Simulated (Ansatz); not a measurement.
## The puckered SnSe bilayer (AB) under a gate

How does the puckered SnSe bilayer (AB) take up charge from its gate?

Calculated with Ansatz 0.2.0; plane-wave DFT, PBE-D3(BJ), Ansatz PAW, in the first sound run; inputs show where later runs differ.

This is a report of a sequence of runs, with most program output left out.

### Step 1. The starting structure

The cell holds 8 atoms: 4 Sn and 4 Se. Cell: a = 4.400 Å, b = 4.290 Å, c = 48.187 Å, α = 90.0°, β = 90.0°, γ = 90.0°. Regions: layer 1: puckered SnSe, 4 atoms (2 Sn and 2 Se); layer 2: puckered SnSe, 4 atoms (2 Sn and 2 Se). Vacuum lies along c.

### Step 2. Relaxation

The starting cell is a guess, so the in-plane lattice and the atoms are relaxed first, with the slab cut off from its images along the normal.

Input file input.yaml:

```yaml
crystal:
  lattice:
    - [4.4, 0.0, 0.0]
    - [0.0, 4.29, 0.0]
    - [0.0, 0.0, 48.1871999996]
  atoms:
    - { symbol: Sn, position: [0.06, 0.0, 0.4108974998] }
    - { symbol: Se, position: [0.44, 0.5, 0.4129727397] }
    - { symbol: Se, position: [0.94, 0.0, 0.4667961616] }
    - { symbol: Sn, position: [0.56, 0.5, 0.4688714015] }
    - { symbol: Sn, position: [0.06, 0.5, 0.5311285985] }
    - { symbol: Se, position: [0.44, 0.0, 0.5332038384] }
    - { symbol: Se, position: [0.94, 0.5, 0.5870272603] }
    - { symbol: Sn, position: [0.56, 0.0, 0.5891025002] }
  periodic: [true, true, false]
kpoints:
  mp_grid: { grid: [8, 8, 1] }
hamiltonian:
  xc: pbe
  dispersion: d3bj
scf:
  occupations: { method: fermi_dirac, width: 0.05 }
  convergence: { dr2_threshold: 1.0e-09 }
relax:
  f_tol: 0.004
  max_steps: 90
  cell: {}
output:
  write_potential: true
  write_density: true
  volumetric_format: npy
```

The run is started by

```sh
> ansatz run input.yaml --threads 4 --pin off --max-ram 16384MiB --backend cpu --events-out ev --progress --plain --runs-dir out
```

The job ended after 6.7 min (4 threads of Arm Neoverse V1, shared host; peak memory 2.2 GiB; 26 min of CPU time).

The steps of the relaxation:

```csv
step,energy less that of the first step (eV),largest force component (eV/Å),volume (Å³)
1,0.0000,0.7064,909.58
2,-0.2574,0.3858,910.52
3,-0.3069,0.0382,904.93
4,-0.2993,0.0683,902.22
5,-0.3090,0.0135,895.70
6,-0.3094,0.0099,897.69
7,-0.3095,0.0017,897.47
8*,-0.3090,0.0017,897.47
```

Relaxation steps marked * repeat the geometry before them on a plane-wave basis chosen anew for their cell, so energy and pressure can jump there. Relaxation step 4 was tried and not accepted.

The run keeps the 4 symmetry operations that it works with, so distortions that break them were not tested.

```csv
cell as run,before,after,change
a (Å),4.400,4.392,-0.2 %
b (Å),4.290,4.241,-1.2 %
```

The atoms that moved most (Å, along periodic axes as changes of fractional coordinates times the final cell, across vacuum about the mean position):

```csv
atom,dx,dy,dz,length
Sn4,-0.114,0.000,0.101,0.152
Sn5,-0.114,0.000,-0.101,0.152
Se7,0.115,0.000,-0.073,0.137
Se2,0.115,0.000,0.073,0.137
Sn1,-0.123,0.000,-0.038,0.129
Sn8,-0.123,0.000,0.038,0.129
Se6,0.121,0.000,0.019,0.123
Se3,0.121,0.000,-0.019,0.123
```

The lattice constant a goes from 4.400 to 4.392 Å.

### Step 3. Gated layer, added electrons 0, start network

The slab is cut off from its images along the normal. A charged sheet stands for each gate, the layer takes the opposite charge, and a barrier ahead of the sheet keeps electrons from leaking to it. The uncharged case sets the zero; a dense mesh is needed because few carriers fill a small part of the zone.

The cell differs from the one that the last finished run ended in (c 48.187 → 47.263 Å).

Input file input.yaml:

```yaml
crystal:
  lattice:
    - [4.3920408045, 0.0, 0.0]
    - [0.0, 4.2405262206, 0.0]
    - [0.0, 0.0, 47.262795457]
  atoms:
    - { symbol: Sn, position: [0.031965343, 0.0, 0.4083550246] }
    - { symbol: Se, position: [0.4662769765, 0.5, 0.4128211788] }
    - { symbol: Se, position: [0.9676376744, 0.0, 0.4657541619] }
    - { symbol: Sn, position: [0.5341200061, 0.5, 0.4704001819] }
    - { symbol: Sn, position: [0.0341200061, 0.5, 0.5295998181] }
    - { symbol: Se, position: [0.4676376744, 0.0, 0.5342458381] }
    - { symbol: Se, position: [0.9662769765, 0.5, 0.5871788212] }
    - { symbol: Sn, position: [0.531965343, 0.0, 0.5916449754] }
  periodic: [true, true, false]
  symmetry: { detect: true }
kpoints:
  mp_grid: { grid: [32, 34, 1] }
  band_path:
    path:
      - [0, 0, 0]
      - [0.5, 0, 0]
      - [0.5, 0.5, 0]
      - [0, 0, 0]
      - [0, 0.5, 0]
      - [0.5, 0.5, 0]
    npoints: 16
hamiltonian:
  xc: pbe
  dispersion: d3bj
scf:
  occupations: { method: fermi_dirac, width: 0.02585 }
  convergence: { dr2_threshold: 1.0e-10 }
output:
  forces: true
  eigenvalues: true
  dos: { projected: true, e_range: [-3, 3], de: 0.01 }
  write_potential: true
  write_density: true
  volumetric_format: npy
  elf: true
external_charges:
  - { charge: 0, barrier: 10, axis: 3, height: 31.463, sigma: 0.25 }
```

Elapsed: 19 min, on 4 threads; peak memory 10 GiB.

This step gave:

* gap along the path: 0.8926 eV
* smallest direct gap along the path: 0.8926 eV
* gap, the smaller of path and mesh: 0.8926 eV
* potential beyond the upper barrier and gate, less the barrier, from the Fermi level: 3.907 eV

Running mean over a fixed 2.5 Å (it still follows the layers) of the planar mean; beyond a gate it holds the 10 eV model barrier. Electron's electrostatic potential energy less the Fermi level against z:

```csv
z (Å),electron's electrostatic potential energy less the Fermi level (eV)
4,3.96
5,3.96
6,3.96
7,3.96
8,3.96
9,3.96
10,3.96
11,3.96
12,3.96
13,3.96
14,3.96
15,3.96
16,3.94
17,3.61
18,1.13
19,-2.03
20,-2.14
21,-2.20
22,-2.50
23,-1.35
24,-1.09
25,-2.48
26,-2.09
27,-2.07
28,-2.37
29,0.285
30,3.32
31,7.03
32,11.0
33,13.8
34,13.9
35,13.9
36,13.9
37,13.9
38,13.9
39,13.9
40,13.9
41,13.9
42,13.9
43,13.9
```

The density of states has structure finer than the step of the table below, so its rows give means over 0.1 eV, whole bins alone (the curve runs from -3 to 2.44 eV). Peaks (eV: height): -2.74: 8.62, -2.40: 8.89, -1.96: 11.4, -1.05: 11.3, -1.00: 11.1, -0.92: 12.8, 2.40: 8.44.

The density of states by energy, zero at the Fermi level of the run, which the smearing sets inside the gap; means over each step:

energy (eV), density of states (states/eV a cell) and a bar:
```
     -2.9        5.3 ################
     -2.8        6.2 ###################
     -2.7        7.6 #######################
     -2.6        6.9 #####################
     -2.5        6.1 ###################
     -2.4        7.5 #######################
     -2.3        8.4 ##########################
     -2.2        7.8 ########################
     -2.1        8.6 ##########################
     -2.0        9.3 ############################
     -1.9        7.6 #######################
     -1.8        4.1 #############
     -1.7        3.5 ###########
     -1.6        3.3 ##########
     -1.5        3.4 ###########
     -1.4        5.1 ################
     -1.3        5.8 ##################
     -1.2        6.3 ###################
     -1.1        6.8 #####################
     -1.0        9.5 #############################
     -0.9        9.8 ##############################
     -0.8        3.1 ##########
     -0.7        1.2 ####
     -0.6        0.7 ##
     -0.5        0.4 #
     -0.4        0.0 
     -0.3        0.0 
     -0.2        0.0 
     -0.1        0.0 
      0.0        0.0 
      0.1        0.0 
      0.2        0.0 
      0.3        0.0 
      0.4        0.0 
      0.5        0.2 #
      0.6        0.5 #
      0.7        1.9 ######
      0.8        2.8 #########
      0.9        5.4 #################
      1.0        6.1 ###################
      1.1        6.0 ##################
      1.2        5.2 ################
      1.3        3.8 ############
      1.4        3.8 ############
      1.5        4.4 #############
      1.6        4.1 #############
      1.7        3.7 ###########
      1.8        4.2 #############
      1.9        4.5 ##############
      2.0        5.5 #################
      2.1        5.8 ##################
      2.2        5.6 #################
      2.3        6.1 ###################
```

Projected DOS per atom over height of the atomic layer and energy from the Fermi level. Layers: SnSe SnSe SnSe SnSe from below.

Ten even steps from '_' (0.00 states/eV) to '@' (1.09 states/eV), each cell a mean:
```
##****##
**++++**
++==--++
++----++
========
**####++
========
________
________
________
________
________
........
@@%%%%@@
########
++++++++
--------
%%####%%
@@@@@@@@
%%%%%%%%
%%####%%
##++++##
```
Columns: height of the atomic layer (Å) from 19.4 to 27.9 (not evenly spaced); rows upwards: energy from the Fermi level (eV) from -2.98 to 2.42.

The electronic bands at the labelled points (eV, zero at the Fermi level of the run, which the smearing sets inside the gap):

```csv
point,band 57,band 58,band 59,band 60,band 61,band 62,band 63,band 64
Γ,-2.10,-2.10,-0.92,-0.83,0.65,2.28,2.52,2.75
halfway,-1.45,-1.42,-0.95,-0.92,1.04,1.07,1.97,2.30
X,-1.13,-1.13,-0.65,-0.65,0.84,0.84,1.25,1.25
halfway,-2.07,-2.07,-1.54,-1.54,1.62,1.62,2.72,2.73
S,-2.11,-2.10,-2.02,-2.02,2.45,2.45,2.62,2.64
halfway,-1.69,-1.63,-0.93,-0.80,0.91,1.24,1.86,1.94
Γ,-2.10,-2.10,-0.92,-0.83,0.65,2.28,2.52,2.75
halfway,-1.43,-1.39,-1.12,-1.01,0.99,1.50,1.63,1.96
Y,-1.11,-1.03,-0.95,-0.91,0.81,0.93,0.97,0.98
halfway,-2.13,-1.80,-1.79,-1.66,1.55,1.76,2.49,2.54
S,-2.11,-2.10,-2.02,-2.02,2.45,2.45,2.62,2.64
```

Valence density in the ca plane at fractional y = 0.000, with atoms of Sn and Se within 0.2 Å of it. It is the smooth field of the valence electrons, not physical close to the nuclei.

Ten steps, logarithmic in the rise over the least value, from '0' (0 e/Å³) to '9' (32 e/Å³), each cell a mean:
```
00000000000000000002466421137984100000000000
00000000000000000001233211124653100000000000
00000000000000000000111100012221000000110000
00000000000000000000000000001110000012221101
00000000000000000000000000000000000124542112
00000000000000000000000000000000000137974212
00000000000000000000000000000000000137984212
00000000000000000000000000000000000125652111
00000000000000000000111100000110000012221100
00000000000000000001244310012221000001110000
00000000000000000002467521124542100000000000
00000000000000000012578631137984100000000000
```
Columns run along c (16.0 Å, from fractional 0.24 to 0.58 of the cell), rows up along a (4.4 Å). Atoms in or near the plane, at fractional coordinates: Sn at (0.41, 0.03), Se at (0.47, 0.97), Se at (0.53, 0.47).

ELF in the ca plane at fractional y = 0.000, with atoms of Sn and Se within 0.2 Å of it. It is the smooth field of the valence electrons, not physical close to the nuclei.

Ten even steps from '0' (0.00) to '9' (0.83), each cell a mean:
```
00000000000001369986310235895249961000000000
00000000000000147997543334798689840012221001
00000000000000013577654323588998620257775312
00000000000000000123332111257775201589998632
00000000000000000000010000023432003899889843
00000000000000000000000000000100015996359953
00000000000000000000011100000000015996248963
00000000000000000012222110012221003798678853
00000000000000001344433221246775201589988632
00000000000000024775432323589999610257776311
00000000000000247975300134798899940013432100
00000000000001369985200134896359961000100000
```
Columns run along c (16.0 Å, from fractional 0.24 to 0.58 of the cell), rows up along a (4.4 Å). Atoms in or near the plane, at fractional coordinates: Sn at (0.41, 0.03), Se at (0.47, 0.97), Se at (0.53, 0.47).

Electrostatic potential energy in the ca plane at fractional y = 0.000, with atoms of Sn and Se within 0.2 Å of it. With pseudopotentials it is smooth inside the atoms' cores, unlike the true potential.

Values in eV, 7 rows by 16 columns, each cell a mean:
```
  0   0   0   0   0   0  -3 -15 -15 -10 -17 -16  -1  -1  -1  -1
  0   0   0   0   0   0  -1  -7  -9  -3 -15  -8   0  -3  -3  -4
  0   0   0   0   0   0   0  -1  -1  -1  -2  -1  -1 -16 -17 -10
  0   0   0   0   0   0   0  -1  -1  -1  -1  -1  -2 -17 -17 -12
  0   0   0   0   0   0  -1  -5  -6  -1  -1  -1  -1 -17 -18  -6
  0   0   0   0   0   0  -3 -16 -17  -5 -12  -6  -1  -4  -5  -1
  0   0   0   0   0   0  -4 -10  -8 -11 -18 -16  -1  -1  -1   0
```
Columns run along c (16.0 Å, from fractional 0.24 to 0.58 of the cell; values clipped at the 3rd and 97th percentile), rows up along a (4.4 Å). Atoms in or near the plane, at fractional coordinates: Sn at (0.41, 0.03), Se at (0.47, 0.97), Se at (0.53, 0.47).

The gap, the smaller of path and mesh, is 0.893 eV.

### Step 4. Gated layer, added electrons 1×10¹³ per cm²

input.yaml, as its differences from that of step 3:

```diff
@@ -16,2 +16,3 @@
   symmetry: { detect: true }
+total_charge: -0.018625
 kpoints:
@@ -36,3 +37,2 @@
   eigenvalues: true
-  dos: { projected: true, e_range: [-3, 3], de: 0.01 }
   write_potential: true
@@ -40,4 +40,4 @@
   volumetric_format: npy
-  elf: true
 external_charges:
   - { charge: 0, barrier: 10, axis: 3, height: 31.463, sigma: 0.25 }
+  - { charge: 0.018625, axis: 3, height: 32.963, sigma: 0.5 }
```

Run time: 22 min. Hardware: 4 threads; peak memory 10 GiB; 89 min of CPU time.

Numbers from this step:

```yaml
energy_at_zero_smearing: -45978.8432 eV
potential_beyond_the_upper_barrier_and_gate_less_the_barrier_from_the_fermi_level: 2.716 eV
```

Electronic bands along the path, in eV, zero at the Fermi level:

```csv
point,band 57,band 58,band 59,band 60,band 61,band 62,band 63,band 64
Γ,-2.61,-2.60,-1.43,-1.33,0.13,1.75,2.02,2.25
halfway,-1.96,-1.93,-1.45,-1.42,0.53,0.55,1.46,1.78
X,-1.64,-1.63,-1.17,-1.14,0.33,0.35,0.74,0.75
halfway,-2.58,-2.57,-2.05,-2.04,1.11,1.11,2.20,2.22
S,-2.63,-2.59,-2.54,-2.51,1.94,1.96,2.09,2.13
halfway,-2.20,-2.13,-1.43,-1.30,0.40,0.74,1.35,1.44
Γ,-2.61,-2.60,-1.43,-1.33,0.13,1.75,2.02,2.25
halfway,-1.94,-1.90,-1.62,-1.51,0.47,0.99,1.13,1.45
Y,-1.61,-1.54,-1.45,-1.41,0.30,0.43,0.47,0.48
halfway,-2.63,-2.31,-2.29,-2.17,1.04,1.24,1.97,2.04
S,-2.63,-2.59,-2.54,-2.51,1.94,1.96,2.09,2.13
```

Force by atom:

```csv
atom,x (eV/Å),y (eV/Å),z (eV/Å),size
Sn1,-0.0030,0.0000,-0.0042,0.0052
Se2,0.0032,0.0000,0.0040,0.0051
Se3,0.0019,0.0000,0.0132,0.0133
Sn4,-0.0040,0.0000,-0.0069,0.0080
Sn5,-0.0024,0.0000,-0.0353,0.0354
Se6,0.0082,0.0000,0.0286,0.0297
Se7,-0.0024,0.0000,0.0334,0.0335
Sn8,-0.0016,0.0000,-0.0510,0.0510
```

Against the uncharged case this takes +1.19 V.

### Step 5. Gated layer, added electrons 3×10¹³ per cm²

input.yaml, as its differences from that of step 4:

```diff
@@ -16,3 +16,3 @@
   symmetry: { detect: true }
-total_charge: -0.018625
+total_charge: -0.055874
 kpoints:
@@ -42,2 +42,2 @@
   - { charge: 0, barrier: 10, axis: 3, height: 31.463, sigma: 0.25 }
-  - { charge: 0.018625, axis: 3, height: 32.963, sigma: 0.5 }
+  - { charge: 0.055874, axis: 3, height: 32.963, sigma: 0.5 }
```

Elapsed: 21 min, on 4 threads; peak memory 10 GiB.

The electronic bands at the labelled points (eV, zero at the Fermi level):

```csv
point,band 57,band 58,band 59,band 60,band 61,band 62,band 63,band 64
Γ,-2.67,-2.67,-1.53,-1.40,0.02,1.62,1.94,2.16
halfway,-2.03,-2.02,-1.54,-1.50,0.44,0.46,1.38,1.68
X,-1.73,-1.70,-1.27,-1.20,0.22,0.28,0.65,0.69
halfway,-2.67,-2.64,-2.14,-2.12,1.00,1.04,2.10,2.12
S,-2.74,-2.65,-2.65,-2.56,1.84,1.90,1.93,2.08
halfway,-2.29,-2.20,-1.53,-1.37,0.30,0.66,1.25,1.36
Γ,-2.67,-2.67,-1.53,-1.40,0.02,1.62,1.94,2.16
halfway,-2.03,-1.98,-1.70,-1.59,0.37,0.90,1.06,1.37
Y,-1.68,-1.66,-1.51,-1.48,0.21,0.34,0.39,0.41
halfway,-2.72,-2.40,-2.35,-2.25,0.96,1.13,1.88,1.95
S,-2.74,-2.65,-2.65,-2.56,1.84,1.90,1.93,2.08
```

Against the uncharged case this takes +2.61 V.

### Step 6. Gated layer, added electrons 6×10¹³ per cm²

input.yaml, as its differences from that of step 5:

```diff
@@ -16,3 +16,3 @@
   symmetry: { detect: true }
-total_charge: -0.055874
+total_charge: -0.111747
 kpoints:
@@ -42,2 +42,2 @@
   - { charge: 0, barrier: 10, axis: 3, height: 31.463, sigma: 0.25 }
-  - { charge: 0.055874, axis: 3, height: 32.963, sigma: 0.5 }
+  - { charge: 0.111747, axis: 3, height: 32.963, sigma: 0.5 }
```

Run time: 20 min. Hardware: 4 threads; peak memory 10 GiB.

Electronic bands along the path, in eV, zero at the Fermi level:

```csv
point,band 57,band 58,band 59,band 60,band 61,band 62,band 63,band 64
Γ,-2.66,-2.66,-1.57,-1.37,-0.05,1.53,1.94,2.15
halfway,-2.04,-2.04,-1.54,-1.49,0.37,0.46,1.36,1.65
X,-1.75,-1.70,-1.29,-1.18,0.18,0.29,0.63,0.71
halfway,-2.69,-2.64,-2.15,-2.11,0.94,1.02,2.05,2.06
S,-2.79,-2.69,-2.62,-2.54,1.80,1.81,1.91,2.11
halfway,-2.31,-2.18,-1.56,-1.35,0.26,0.66,1.21,1.36
Γ,-2.66,-2.66,-1.57,-1.37,-0.05,1.53,1.94,2.15
halfway,-2.06,-1.99,-1.70,-1.58,0.31,0.87,1.07,1.37
Y,-1.73,-1.68,-1.48,-1.47,0.17,0.33,0.38,0.41
halfway,-2.74,-2.43,-2.34,-2.26,0.94,1.08,1.85,1.93
S,-2.79,-2.69,-2.62,-2.54,1.80,1.81,1.91,2.11
```

Against the uncharged case this takes +4.54 V.

### Step 7. Gated layer, added electrons 10×10¹³ per cm²

input.yaml, as its differences from that of step 6:

```diff
@@ -16,3 +16,3 @@
   symmetry: { detect: true }
-total_charge: -0.111747
+total_charge: -0.186246
 kpoints:
@@ -42,2 +42,2 @@
   - { charge: 0, barrier: 10, axis: 3, height: 31.463, sigma: 0.25 }
-  - { charge: 0.111747, axis: 3, height: 32.963, sigma: 0.5 }
+  - { charge: 0.186246, axis: 3, height: 32.963, sigma: 0.5 }
```

The job ended after 21 min (4 threads; peak memory 10 GiB).

Running mean over a fixed 2.5 Å (it still follows the layers) of the planar mean; beyond a gate it holds the 10 eV model barrier. Electron's electrostatic potential energy less the Fermi level against z:

```csv
z (Å),electron's electrostatic potential energy less the Fermi level (eV)
4,3.60
5,3.60
6,3.60
7,3.60
8,3.60
9,3.60
10,3.60
11,3.60
12,3.60
13,3.60
14,3.60
15,3.60
16,3.57
17,3.23
18,0.729
19,-2.44
20,-2.56
21,-2.63
22,-2.95
23,-1.83
24,-1.62
25,-3.06
26,-2.70
27,-2.73
28,-3.10
29,-0.761
30,1.39
31,3.62
32,5.99
33,7.57
34,7.10
35,7.02
36,7.01
37,7.01
38,7.01
39,7.01
40,7.01
41,7.01
42,7.01
43,7.01
```

Against the uncharged case this takes +6.89 V.

### Step 8. Gated layer, added electrons -1×10¹³ per cm²

input.yaml, as its differences from that of step 7:

```diff
@@ -16,3 +16,3 @@
   symmetry: { detect: true }
-total_charge: -0.186246
+total_charge: 0.018625
 kpoints:
@@ -42,2 +42,2 @@
   - { charge: 0, barrier: 10, axis: 3, height: 31.463, sigma: 0.25 }
-  - { charge: 0.186246, axis: 3, height: 32.963, sigma: 0.5 }
+  - { charge: -0.018625, axis: 3, height: 32.963, sigma: 0.5 }
```

It took 22 min on 4 threads; peak memory 10 GiB; 86 min of CPU time.

Against the uncharged case this takes -1.17 V.

### Step 9. Gated layer, added electrons -3×10¹³ per cm²

input.yaml, as its differences from that of step 8:

```diff
@@ -16,3 +16,3 @@
   symmetry: { detect: true }
-total_charge: 0.018625
+total_charge: 0.055874
 kpoints:
@@ -42,2 +42,2 @@
   - { charge: 0, barrier: 10, axis: 3, height: 31.463, sigma: 0.25 }
-  - { charge: -0.018625, axis: 3, height: 32.963, sigma: 0.5 }
+  - { charge: -0.055874, axis: 3, height: 32.963, sigma: 0.5 }
```

Run time: 20 min. Hardware: 4 threads; peak memory 10 GiB; 81 min of CPU time.

Against the uncharged case this takes -2.62 V.

(Part 1 of 2 ends here.)

[Logs are printed without paths, hosts, clocks, repeated set-up lines and the standing remarks that a program may print on its own settings, such as how far it seeks lower states.]

[Hosts, paths, dates, database ids (printed as entryN), source tags and the programs' standing remarks are cut or masked in the printed files.]

[Maps of the electrostatic potential energy from Ansatz leave out the sawtooth potential of an applied field or a dipole correction, so their vacuum need not be flat; planar profiles and work functions include it.]

[The density of states shown here was stored with 400 of the rows of the run's finer table, so its peaks can read low, often by over a quarter, or be missed, and its means over a window can be off by a tenth or more.]
